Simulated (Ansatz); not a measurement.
**A hypothetical structure for TiRuS2**

Starting from a made-up structure for TiRuS2, the aim is the relaxed cell, its shortest contacts and, where a second run follows, its electronic structure.

Calculated with Ansatz 0.2.0; DFT, PBE, plane-wave PAW, files of the set soft_1, scalar-relativistic, no spin, cell and ions relaxed at zero pressure; PAW set soft_1.

**1. Starting point**

It takes space group R-3m (No. 166, trigonal). Conventional cell: a = 3.404 Å, b = 3.404 Å, c = 21.661 Å, α = 90.00°, β = 90.00°, γ = 120.00°. Nearest to Ru lie 6 S at 2.30 Å. Nearest to Ti lie 2 S at 2.42 Å. Nearest to S lie 3 Ru at 2.30 Å and 1 Ti at 2.42 Å. Farther neighbours and most contacts between anions are not listed.

**2. Relaxation of the guess**

The guessed cell has no reason to be at equilibrium. It is relaxed with the atoms, within the space group of the guess.

Input file input.yaml:

```yaml
crystal:
  lattice:
    - [1.702, 0.982650158, 7.220333333]
    - [-1.702, 0.982650158, 7.220333333]
    - [0.0, -1.965300316, 7.220333333]
  atoms:
    - { symbol: Ru, position: [0.5, 0.5, 0.5] }
    - { symbol: Ti, position: [0.0, 0.0, 0.0] }
    - { symbol: S, position: [0.1117, 0.1117, 0.1117] }
    - { symbol: S, position: [0.8883, 0.8883, 0.8883] }
kpoints:
  mp_grid: { grid: [9, 9, 9] }
scf:
  occupations: { method: fermi_dirac, width: 0.05 }
hamiltonian:
  xc: pbe
  pseudopotentials: { kind: paw, azcp: { folder: soft_1 } }
relax:
  f_tol: 0.015
  max_steps: 70
  cell: {}
output:
  forces: true
  stress: true
```

Command:

```bash
> ansatz run input.yaml --threads 4 --pin off --max-ram 8192MiB --backend cpu --events-out ev --progress --plain --runs-dir out
```

Numbers of over 12 decimals in the logs are rounded to 6 here.

The program printed:

```text
basis.fft_grid_basis auto: the FFT boxes are laid along the combinations [[1, 0, -1], [0, 1, -1], [0, 0, 1]] of the cell's own vectors, 3.404, 3.404 and 7.483 Å long. The dense box has 24×24×54 points. Along the cell's own vectors, as sized, it would have 54×54×54, 5.06 times as many. Of the 12 symmetry operations that the crystal satisfies within crystal.symmetry.tolerance (time reversal apart; of a slab, those that [...]
Engine: ansatz 0.2.0, aarch64-unknown-linux-gnu
Pseudopotentials: kind: paw
Pseudopotential: Ru, paw, valence charge 16, recommended cutoff 420 eV (normal), soft_1/Ru.paw.azcp
Pseudopotential: Ti, paw, valence charge 12, recommended cutoff 420 eV (normal), soft_1/Ti.paw.azcp
Pseudopotential: S, paw, valence charge 6, recommended cutoff 420 eV (normal), soft_1/S.paw.azcp
Functional definition: PBE
  parameter kappa = 0.804
  parameter beta = 0.066725
  exchange = pbe_x(kappa = kappa, mu = beta*pi^2/3)
  correlation = pbe_c(beta = beta)
Crystal: 4 atoms, lattice volume = 72.455 Å³
Basis set: ecut = 420 eV, 1411 PW (Γ), FFT grids on a1−a3, a2−a3, a3, exchange–correlation on 48×48×108 points (8 copies of the dense FFT grid, shifted against one another)
Bands: 24, of which v1, the nominal top of the filled ones, is band 20 counted from 1 (19 counted from 0)
Symmetry: 12 space group operations
Space group: R-3m (ITA 166), of the structure as read, at distance tolerance 4.2e-5 Å
k-points: 85 of 729
Non-local potential: Ru, projectors of the file, l = 0: 3, l = 1: 2, l = 2: 2, l = 3: 1
Non-local potential: Ti, projectors of the file, l = 0: 3, l = 1: 2, l = 2: 3, l = 3: 1
Non-local potential: S, projectors of the file, l = 0: 2, l = 1: 2, l = 2: 1
PAW form: soft (Blöchl's): semilocal exchange-correlation on the pseudo side does not see the compensation charge
PAW one-centre angular grid: Ru, 590 points (default); XC on 64 Gauss nodes
PAW one-centre angular grid: Ti, 590 points (default); XC on 64 Gauss nodes
PAW one-centre angular grid: S, 110 points (default); XC on 64 Gauss nodes
Initial density: superposition of atomic densities (chi_scale 0.1, normalization cell, long waves kept (reshape's long-wave potential 0.49 eV rms))
Initial wavefunctions: pseudopotential atomic-orbital guess
Functional: x = pbe(κ = 0.804, μ = 0.219515), c = pbe(β = 0.066725)
SCF iter   1: F=—  HF=-10204.084784 eV  |F-HF|=—  |Δ(HF+E_count)|=         —  Δρ=4.48e-1  dr2=5.34e2  ethr=3.10e-3  ⟨swp⟩=6.0  Hψ=9508  notcnv=0
preconditioner: auto → Kerker (q_TF=auto, 2.471 Å⁻¹)  [metal: Δε(μ)=0.022 eV  Ē_g=5.697 eV  σ=0.050 eV  W_gap=0.11  n_scr=22 (ndim 8)  ℏωp=21.4 eV  f_vac=0.000  D(μ)=3.57/eV (n_scr^D=36)]
SCF iter   2: F=—  HF=-10185.677600 eV  |F-HF|=—  |Δ(HF+E_count)|=    1.84e1  Δρ=1.37e-1  dr2=1.67e1  ethr=3.10e-3  ⟨swp⟩=4.0  Hψ=6126  notcnv=0  defer=2
SCF iter   3: F=—  HF=-10183.341515 eV  |F-HF|=—  |Δ(HF+E_count)|=    2.34e0  Δρ=4.74e-2  dr2=3.62e0  ethr=3.10e-3  ⟨swp⟩=3.1  Hψ=4779  notcnv=0
SCF iter   4: F=—  HF=-10182.877244 eV  |F-HF|=—  |Δ(HF+E_count)|=   4.64e-1  Δρ=2.15e-2  dr2=1.41e0  ethr=3.10e-3  ⟨swp⟩=2.2  Hψ=4032  notcnv=0
SCF iter   5: F=—  HF=-10182.808416 eV  |F-HF|=—  |Δ(HF+E_count)|=   6.88e-2  Δρ=6.91e-3  dr2=5.19e-2  ethr=3.10e-3  ⟨swp⟩=1.0  Hψ=2408  notcnv=0
SCF iter   6: F=—  HF=-10182.801416 eV  |F-HF|=—  |Δ(HF+E_count)|=   7.00e-3  Δρ=3.85e-3  dr2=3.35e-2  ethr=1.30e-4  ⟨swp⟩=2.2  Hψ=3508  notcnv=0
SCF iter   7: F=—  HF=-10182.800733 eV  |F-HF|=—  |Δ(HF+E_count)|=   6.83e-4  Δρ=2.34e-3  dr2=1.10e-2  ethr=8.38e-5  ⟨swp⟩=1.1  Hψ=2056  notcnv=0
SCF iter   8: F=—  HF=-10182.800542 eV  |F-HF|=—  |Δ(HF+E_count)|=   1.91e-4  Δρ=9.93e-4  dr2=1.78e-3  ethr=2.74e-5  ⟨swp⟩=1.0  Hψ=2066  notcnv=0
SCF iter   9: F=—  HF=-10182.800493 eV  |F-HF|=—  |Δ(HF+E_count)|=   4.94e-5  Δρ=1.77e-4  dr2=2.89e-5  ethr=4.45e-6  ⟨swp⟩=1.4  Hψ=2088  notcnv=0
SCF iter  10: F=—  HF=-10182.800478 eV  |F-HF|=—  |Δ(HF+E_count)|=   1.50e-5  Δρ=7.28e-5  dr2=1.28e-5  ethr=7.23e-8  ⟨swp⟩=2.0  Hψ=3145  notcnv=0
SCF iter  11: F=—  HF=-10182.800478 eV  |F-HF|=—  |Δ(HF+E_count)|=   2.00e-7  Δρ=2.90e-5  dr2=1.55e-6  ethr=3.20e-8  ⟨swp⟩=1.0  Hψ=2040  notcnv=0
SCF iter  12: F=-10182.800478 eV  HF=-10182.800478 eV  |F-HF|=1.52e-9  |Δ(HF+E_count)|=   3.90e-8  Δρ=2.56e-6  dr2=5.84e-9  ethr=2.50e-10  ⟨swp⟩=4.0  Hψ=7969  notcnv=0
SCF 1 converged in 12 iterations: F = -10182.800478 eV  dr2 = 5.84e-9
  greatest PAW one-centre occupation: 1.000 electrons in one spin orbital (limit 2), on the Ru atom at site 0 (counted from 0), in its partial waves of l = 0
relax step   1: F+E_penalty+E_count = -10182.80047782 eV  Δ(F+E_penalty+E_count) = +0.000e0 eV  max|allowed force component| = 2.015e0 eV/Å  Δτ_max = 0.0000 Å  P = +8.116 GPa  Ω = 72.455 Å³  (12 SCF iters, dr2 threshold 1.00e-7 eV, accepted)
Crystal: 4 atoms, lattice volume = 75.003 Å³
Basis set: ecut = 420 eV, 1447 PW (Γ), FFT grids on a1−a3, a2−a3, a3, exchange–correlation on 48×48×108 points (8 copies of the dense FFT grid, shifted against one another)
Initial density: handed on by an earlier stage of this run
Initial wavefunctions: those handed on with the density
iter 1 solved again at ethr=1.65e-3 eV; its pass at ethr=3.10e-3 eV (dr2=6.60e-1 eV) is discarded
SCF iter   1: F=—  HF=-10183.071179 eV  |F-HF|=—  |Δ(HF+E_count)|=         —  Δρ=1.64e-2  dr2=6.82e-1  ethr=1.65e-3  ⟨swp⟩=1.0  Hψ=12079  notcnv=0
preconditioner: auto → Kerker (q_TF=auto, 2.457 Å⁻¹)  [metal: Δε(μ)=0.016 eV  Ē_g=5.655 eV  σ=0.050 eV  W_gap=0.08  n_scr=22 (ndim 8)  ℏωp=21.0 eV  f_vac=0.000  D(μ)=3.23/eV (n_scr^D=30)]
SCF iter   2: F=—  HF=-10183.047976 eV  |F-HF|=—  |Δ(HF+E_count)|=   2.32e-2  Δρ=5.15e-3  dr2=7.72e-2  ethr=1.65e-3  ⟨swp⟩=1.0  Hψ=2040  notcnv=0
SCF iter   3: F=—  HF=-10183.045202 eV  |F-HF|=—  |Δ(HF+E_count)|=   2.77e-3  Δρ=1.77e-3  dr2=2.37e-3  ethr=1.93e-4  ⟨swp⟩=1.0  Hψ=2076  notcnv=0
SCF iter   4: F=—  HF=-10183.044854 eV  |F-HF|=—  |Δ(HF+E_count)|=   3.47e-4  Δρ=4.90e-4  dr2=4.81e-4  ethr=5.92e-6  ⟨swp⟩=2.0  Hψ=3084  notcnv=0
SCF iter   5: F=—  HF=-10183.044809 eV  |F-HF|=—  |Δ(HF+E_count)|=   4.51e-5  Δρ=1.88e-4  dr2=2.74e-5  ethr=1.20e-6  ⟨swp⟩=2.1  Hψ=2718  notcnv=0
SCF iter   6: F=—  HF=-10183.044817 eV  |F-HF|=—  |Δ(HF+E_count)|=   7.98e-6  Δρ=6.15e-5  dr2=3.54e-6  ethr=6.86e-8  ⟨swp⟩=2.0  Hψ=3255  notcnv=0
SCF iter   7: F=-10183.044818 eV  HF=-10183.044818 eV  |F-HF|=5.71e-8  |Δ(HF+E_count)|=   8.28e-7  Δρ=1.51e-5  dr2=2.01e-7  ethr=1.00e-9  ⟨swp⟩=3.9  Hψ=8943  notcnv=0
SCF 2 converged in 7 iterations: F = -10183.044818 eV  dr2 = 2.01e-7
[...]
SCF iter   2: F=—  HF=-10183.182501 eV  |F-HF|=—  |Δ(HF+E_count)|=   1.97e-1  Δρ=2.70e-2  dr2=2.42e0  ethr=3.10e-3  ⟨swp⟩=1.0  Hψ=2720  notcnv=0
SCF iter   3: F=—  HF=-10183.132234 eV  |F-HF|=—  |Δ(HF+E_count)|=   5.03e-2  Δρ=8.22e-3  dr2=2.03e-1  ethr=3.10e-3  ⟨swp⟩=1.0  Hψ=2043  notcnv=0
SCF iter   4: F=—  HF=-10183.127289 eV  |F-HF|=—  |Δ(HF+E_count)|=   4.94e-3  Δρ=1.86e-3  dr2=3.05e-3  ethr=5.06e-4  ⟨swp⟩=1.1  Hψ=2135  notcnv=0
SCF iter   5: F=—  HF=-10183.127178 eV  |F-HF|=—  |Δ(HF+E_count)|=   1.11e-4  Δρ=3.05e-4  dr2=2.70e-4  ethr=7.63e-6  ⟨swp⟩=1.9  Hψ=2539  notcnv=0
SCF iter   6: F=—  HF=-10183.127200 eV  |F-HF|=—  |Δ(HF+E_count)|=   2.23e-5  Δρ=8.59e-5  dr2=6.46e-6  ethr=6.74e-7  ⟨swp⟩=1.7  Hψ=2236  notcnv=0
SCF iter   7: F=—  HF=-10183.127200 eV  |F-HF|=—  |Δ(HF+E_count)|=   2.83e-7  Δρ=4.29e-5  dr2=2.74e-6  ethr=1.00e-9  ⟨swp⟩=5.7  Hψ=8745  notcnv=0
SCF iter   8: F=-10183.127200 eV  HF=-10183.127200 eV  |F-HF|=1.78e-7  |Δ(HF+E_count)|=   8.08e-8  Δρ=1.20e-5  dr2=2.21e-7  ethr=1.00e-9  ⟨swp⟩=3.9  Hψ=7499  notcnv=0
SCF 3 converged in 8 iterations: F = -10183.127200 eV  dr2 = 2.21e-7
relax step   3: F+E_penalty+E_count = -10183.12719976 eV  Δ(F+E_penalty+E_count) = -8.238e-2 eV  max|allowed force component| = 1.348e-1 eV/Å  Δτ_max = 0.0937 Å  P = -0.572 GPa  Ω = 72.594 Å³  energy of the carried Pulay correction = -7.162e-5 eV  (8 SCF iters, dr2 threshold 4.00e-7 eV, accepted)
[...]
relax step   4: F+E_penalty+E_count = -10183.09389538 eV  Δ(F+E_penalty+E_count) = +3.330e-2 eV  max|allowed force component| = 7.443e-1 eV/Å  Δτ_max = 0.1052 Å  P = -1.766 GPa  Ω = 68.553 Å³  energy of the carried Pulay correction = +2.067e-3 eV  (8 SCF iters, dr2 threshold 4.00e-7 eV, rejected (line search))
[...]
relax step   5: F+E_penalty+E_count = -10183.15273239 eV  Δ(F+E_penalty+E_count) = -2.553e-2 eV  max|allowed force component| = 5.926e-2 eV/Å  Δτ_max = 0.0242 Å  P = -0.403 GPa  Ω = 71.086 Å³  energy of the carried Pulay correction = +7.123e-4 eV  (11 SCF iters, accepted)
[...]
relax step   6: F+E_penalty+E_count = -10183.15672072 eV  Δ(F+E_penalty+E_count) = -3.988e-3 eV  max|allowed force component| = 6.451e-3 eV/Å  Δτ_max = 0.0088 Å  P = +0.058 GPa  Ω = 70.243 Å³  energy of the carried Pulay correction = +1.158e-3 eV  (6 SCF iters, dr2 threshold 4.00e-7 eV, accepted)
[...]
relax step   7: F+E_penalty+E_count = -10183.15676668 eV  Δ(F+E_penalty+E_count) = -4.596e-5 eV  max|allowed force component| = 1.648e-4 eV/Å  Δτ_max = 0.0012 Å  P = -0.001 GPa  Ω = 70.216 Å³  energy of the carried Pulay correction = +1.172e-3 eV  (6 SCF iters, dr2 threshold 5.73e-8 eV, accepted)
[...]
relax step   8: F+E_penalty+E_count = -10183.15724241 eV  Δ(F+E_penalty+E_count) = -4.757e-4 eV  max|allowed force component| = 4.308e-4 eV/Å  Δτ_max = 0.0000 Å  P = -0.004 GPa  Ω = 70.216 Å³  stress off target by 6.78e-2 GPa  SCF on the basis re-selected at this cell (its energy is not comparable with the rows above)  (6 SCF iters)
[...]
relax step   9: F+E_penalty+E_count = -10183.15727984 eV  Δ(F+E_penalty+E_count) = -3.743e-5 eV  max|allowed force component| = 1.442e-4 eV/Å  Δτ_max = 0.0008 Å  P = +0.001 GPa  Ω = 70.166 Å³  energy of the carried Pulay correction = +1.732e-5 eV  (6 SCF iters, dr2 threshold 1.15e-8 eV, accepted)
iter 1 solved again at ethr=4.46e-7 eV; its pass at ethr=3.10e-3 eV (dr2=1.78e-4 eV) is discarded
SCF iter   1: F=—  HF=-10183.157283 eV  |F-HF|=—  |Δ(HF+E_count)|=         —  Δρ=3.53e-6  dr2=3.42e-9  ethr=4.46e-7  ⟨swp⟩=4.0  Hψ=15528  notcnv=0
eigensolver tolerance schedule: the retry pair's looser diagonalisation over-reported the residual by 52097.24 of it (diagonalisation noise at an unbounded share of the residual, at the tolerance the schedule requests for it); recorded, not acted on — ethr = c·dr2/N_el stays at c = 1.0e-1
preconditioner: auto → Kerker (q_TF=auto, 2.484 Å⁻¹)  [metal: Δε(μ)=0.005 eV  Ē_g=5.857 eV  σ=0.050 eV  W_gap=0.03  n_scr=18 (ndim 8)  ℏωp=21.7 eV  f_vac=0.000  D(μ)=4.47/eV (n_scr^D=44)]
SCF iter   2: F=—  HF=-10183.157264 eV  |F-HF|=—  |Δ(HF+E_count)|=   1.82e-5  Δρ=1.72e-6  dr2=1.15e-9  ethr=8.56e-12  ⟨swp⟩=4.1  Hψ=6051  notcnv=0
SCF iter   3: F=—  HF=-10183.157264 eV  |F-HF|=—  |Δ(HF+E_count)|=  1.44e-10  Δρ=1.14e-6  dr2=5.66e-10  ethr=2.86e-12  ⟨swp⟩=1.1  Hψ=2046  notcnv=0
SCF iter   4: F=—  HF=-10183.157264 eV  |F-HF|=—  |Δ(HF+E_count)|=  1.51e-10  Δρ=3.59e-7  dr2=8.56e-11  ethr=1.41e-12  ⟨swp⟩=2.6  Hψ=3166  notcnv=0
iter 5 did not close the SCF: its close was put off for the readings that it lacked (scf_convergence_deferred on its scf_iter line)
SCF iter   5: F=-10183.157264 eV  HF=-10183.157264 eV  |F-HF|=3.64e-12  |Δ(HF+E_count)|=  7.28e-12  Δρ=8.70e-8  dr2=3.38e-12  ethr=1.00e-12  ⟨swp⟩=1.0  Hψ=2040  notcnv=0
SCF iter   6: F=-10183.157264 eV  HF=-10183.157264 eV  |F-HF|=5.46e-12  |Δ(HF+E_count)|=  7.28e-12  Δρ=7.48e-8  dr2=2.09e-12  ethr=1.00e-12  ⟨swp⟩=3.1  Hψ=6982  notcnv=0
SCF 10 converged in 6 iterations: F = -10183.157264 eV  dr2 = 2.09e-12
relax step  10: F+E_penalty+E_count = -10183.15726427 eV  Δ(F+E_penalty+E_count) = +1.556e-5 eV  max|allowed force component| = 1.662e-4 eV/Å  Δτ_max = 0.0000 Å  P = +0.001 GPa  Ω = 70.166 Å³  stress off target by 8.34e-3 GPa  SCF on the basis re-selected at this cell (its energy is not comparable with the rows above)  (6 SCF iters)
basis re-selected at this cell: Δ(F+E_penalty+E_count) = +1.556e-5 eV, ΔP = +0.000 GPa vs the last step (what re-selecting the basis moved, of the pressure what is left beyond the Pulay correction that the steps carried, after the strain that the cell walked since its last selection, with what the two solves' SCF thresholds leave and, on support functions, any second-order correction that the steps lacked; it is no m [...]
SCF converged after 6 iterations
Free energy (F): -10183.157264 eV
Harris-Foulkes:  -10183.157264 eV  (|F-HF|=5.46e-12)
Internal energy: -10183.119540 eV  (E = F + TS)
E sigma→0 (E₀):  -10183.138402 eV
Entropy (-TS):   -0.037724 eV (-9.431 meV/atom)
Fermi energy:    11.655782 eV
--- Per-component energies (eV) ---
  E_band       = -368.491254
  E_kinetic    = 954.700678
  E_local      = -3576.775007  (includes V_loc(G=0)·N_el)
  E_nonlocal   = 544.942393
  E_hartree    = 1357.179303
  E_xc         = -463.000849
  E_vxc        = -524.655122  (∫ρ·V_xc dr)
  E_paw        = -5762.040210  (= ΣΔE_a)
  E_vpaw       = -481.063413  (= ΣTr[D̂ρ^β])
  E_aug_tail   = 0.000578  (compensation charges beyond the density's cutoff)
  E_ewald      = -3238.126426
  E_smearing   = -0.037724  (= −TS)
  E_closure    = 0.000000  (closes the sum)
  Σ components = -10183.157264   (vs F -10183.157264, Δ=0.00e0)
--- Forces (eV/Å), atoms counted from 1 ---
  atom   1  Ru    -0.00000000    -0.00000000     0.00000000
  atom   2  Ti     0.00000000    -0.00000000     0.00000000
  atom   3  S      0.00000000     0.00000000    -0.00016623
  atom   4  S      0.00000000    -0.00000000     0.00016623
  max |Σ_I F_I| component: 8.13e-20 eV/Å
--- Stress (GPa, compression-positive) ---
       -0.002845       0.000000      -0.000000
        0.000000      -0.002845      -0.000000
       -0.000000      -0.000000       0.008336
  P = ⅓ Tr σ = 0.0009 GPa (0.009 kbar)
--- Relaxed structure (8 steps of the walk, 7 accepted, 2 SCFs on fresh bases) ---
  F+E_penalty+E_count = -10183.15726427 eV   max|allowed force component| = 1.662e-4 eV/Å   (the final SCF, on the basis selected at the relaxed cell)
  cell:  # Å, volume = 70.1656 Å³
    - [1.622921, 0.936994, 7.690221]
    - [-1.622921, 0.936994, 7.690221]
    - [0, -1.873987, 7.690221]
  atoms:
    - { symbol: Ru, position: [0.500000, 0.500000, 0.500000] }
    - { symbol: Ti, position: [0, 0, 0] }
    - { symbol: S, position: [0.102331, 0.102331, 0.102331] }
    - { symbol: S, position: [0.897669, 0.897669, 0.897669] }
```

It took 20 s on 4 threads of Arm Neoverse V1, shared host; peak memory 0.48 GiB; 73 s of CPU time.

The steps of the relaxation:

```tsv
step	energy less that of the first step (eV)	largest force component (eV/Å)	pressure (GPa)	volume (Å³)
1	0.0000	2.0152	8.12	72.45
2	-0.2443	0.4662	0.48	75.00
3	-0.3267	0.1348	-0.57	72.59
4	-0.2934	0.7443	-1.77	68.55
5	-0.3523	0.0593	-0.40	71.09
6	-0.3562	0.0065	0.06	70.24
7	-0.3563	0.0002	0.00	70.22
8*	-0.3568	0.0004	0.00	70.22
9	-0.3568	0.0001	0.00	70.17
10*	-0.3568	0.0002	0.00	70.17
```

Relaxation steps marked * repeat the geometry before them on a plane-wave basis chosen anew for their cell, so energy and pressure can jump there. Relaxation step 4 was tried and not accepted.

The run keeps the 12 symmetry operations that it works with, so distortions that break them were not tested.

```tsv
conventional cell, symmetrised	before	after	change
a (Å)	3.404	3.246	-4.6 %
b (Å)	3.404	3.246	-4.6 %
c (Å)	21.661	23.071	+6.5 %
volume (Å³/atom)	18.11	17.54	-3.2 %
```

The atoms that moved most (Å, as changes of fractional coordinates times the final cell):

```tsv
atom	dx	dy	dz	length
S3	0.000	0.000	-0.216	0.216
S4	0.000	0.000	0.216	0.216
```

Final coordinates:

```
Ru Ti S
1.0
     1.62292    0.93699    7.69022
    -1.62292    0.93699    7.69022
     0.00000   -1.87399    7.69022
Ru Ti S
1 1 2
Cartesian
  0.0000 0.0000 11.5353
  0.0000 0.0000 0.0000
  0.0000 0.0000 2.3608
  0.0000 0.0000 20.7098
```

This step gave:

| Quantity | Value |
| --- | --- |
| free energy | -10183.1573 eV |
| energy at zero smearing | -10183.1384 eV |
| smearing term TS | 0.03772 eV |
| Fermi energy | 11.66 eV |
| electrons | 40 |
| symmetry operations | 12 |
| pressure | 8.82e-4 GPa |

Shortest distances by pair of elements, guess and relaxed (not always the same contact):

```tsv
pair	guess (Å)	relaxed (Å)
S–Ti	2.420	2.361
Ru–S	2.298	2.391
Ru–Ru	3.404	3.246
Ti–Ti	3.404	3.246
S–S	3.088	3.246
```

The relaxation ends with a largest force component of 1.7e-4 eV/Å and a pressure of 0.00 GPa.

**3. Summary of results**

```
space group, relaxed : R-3m
conventional cell    : a = 3.246, b = 3.246, c = 23.071 Å; α = 90.0°, β = 90.0°, γ = 120.0°
volume per atom      : 17.54 Å³ (guess 18.11)
```

What this shows: TiRuS2 relaxes to R-3m with a = 3.246, b = 3.246 and c = 23.071 Å. The guessed volume was 3 % too large. The space group R-3m was held in the relaxation, so the end point is a stationary structure within it and may be a saddle against distortions or other arrangements. Mesh and cutoff weren't tested. No dispersion term is used, so weakly bound directions may come out too long. The runs have no spin, and magnetism wasn't tested. Nothing here tests whether the compound is stable against decomposition.

[Logs are printed without paths, hosts, clocks, repeated set-up lines and the standing remarks that a program may print on its own settings, such as how far it seeks lower states.]

[Hosts, paths, dates, database ids (printed as entryN), source tags and the programs' standing remarks are cut or masked in the printed files.]
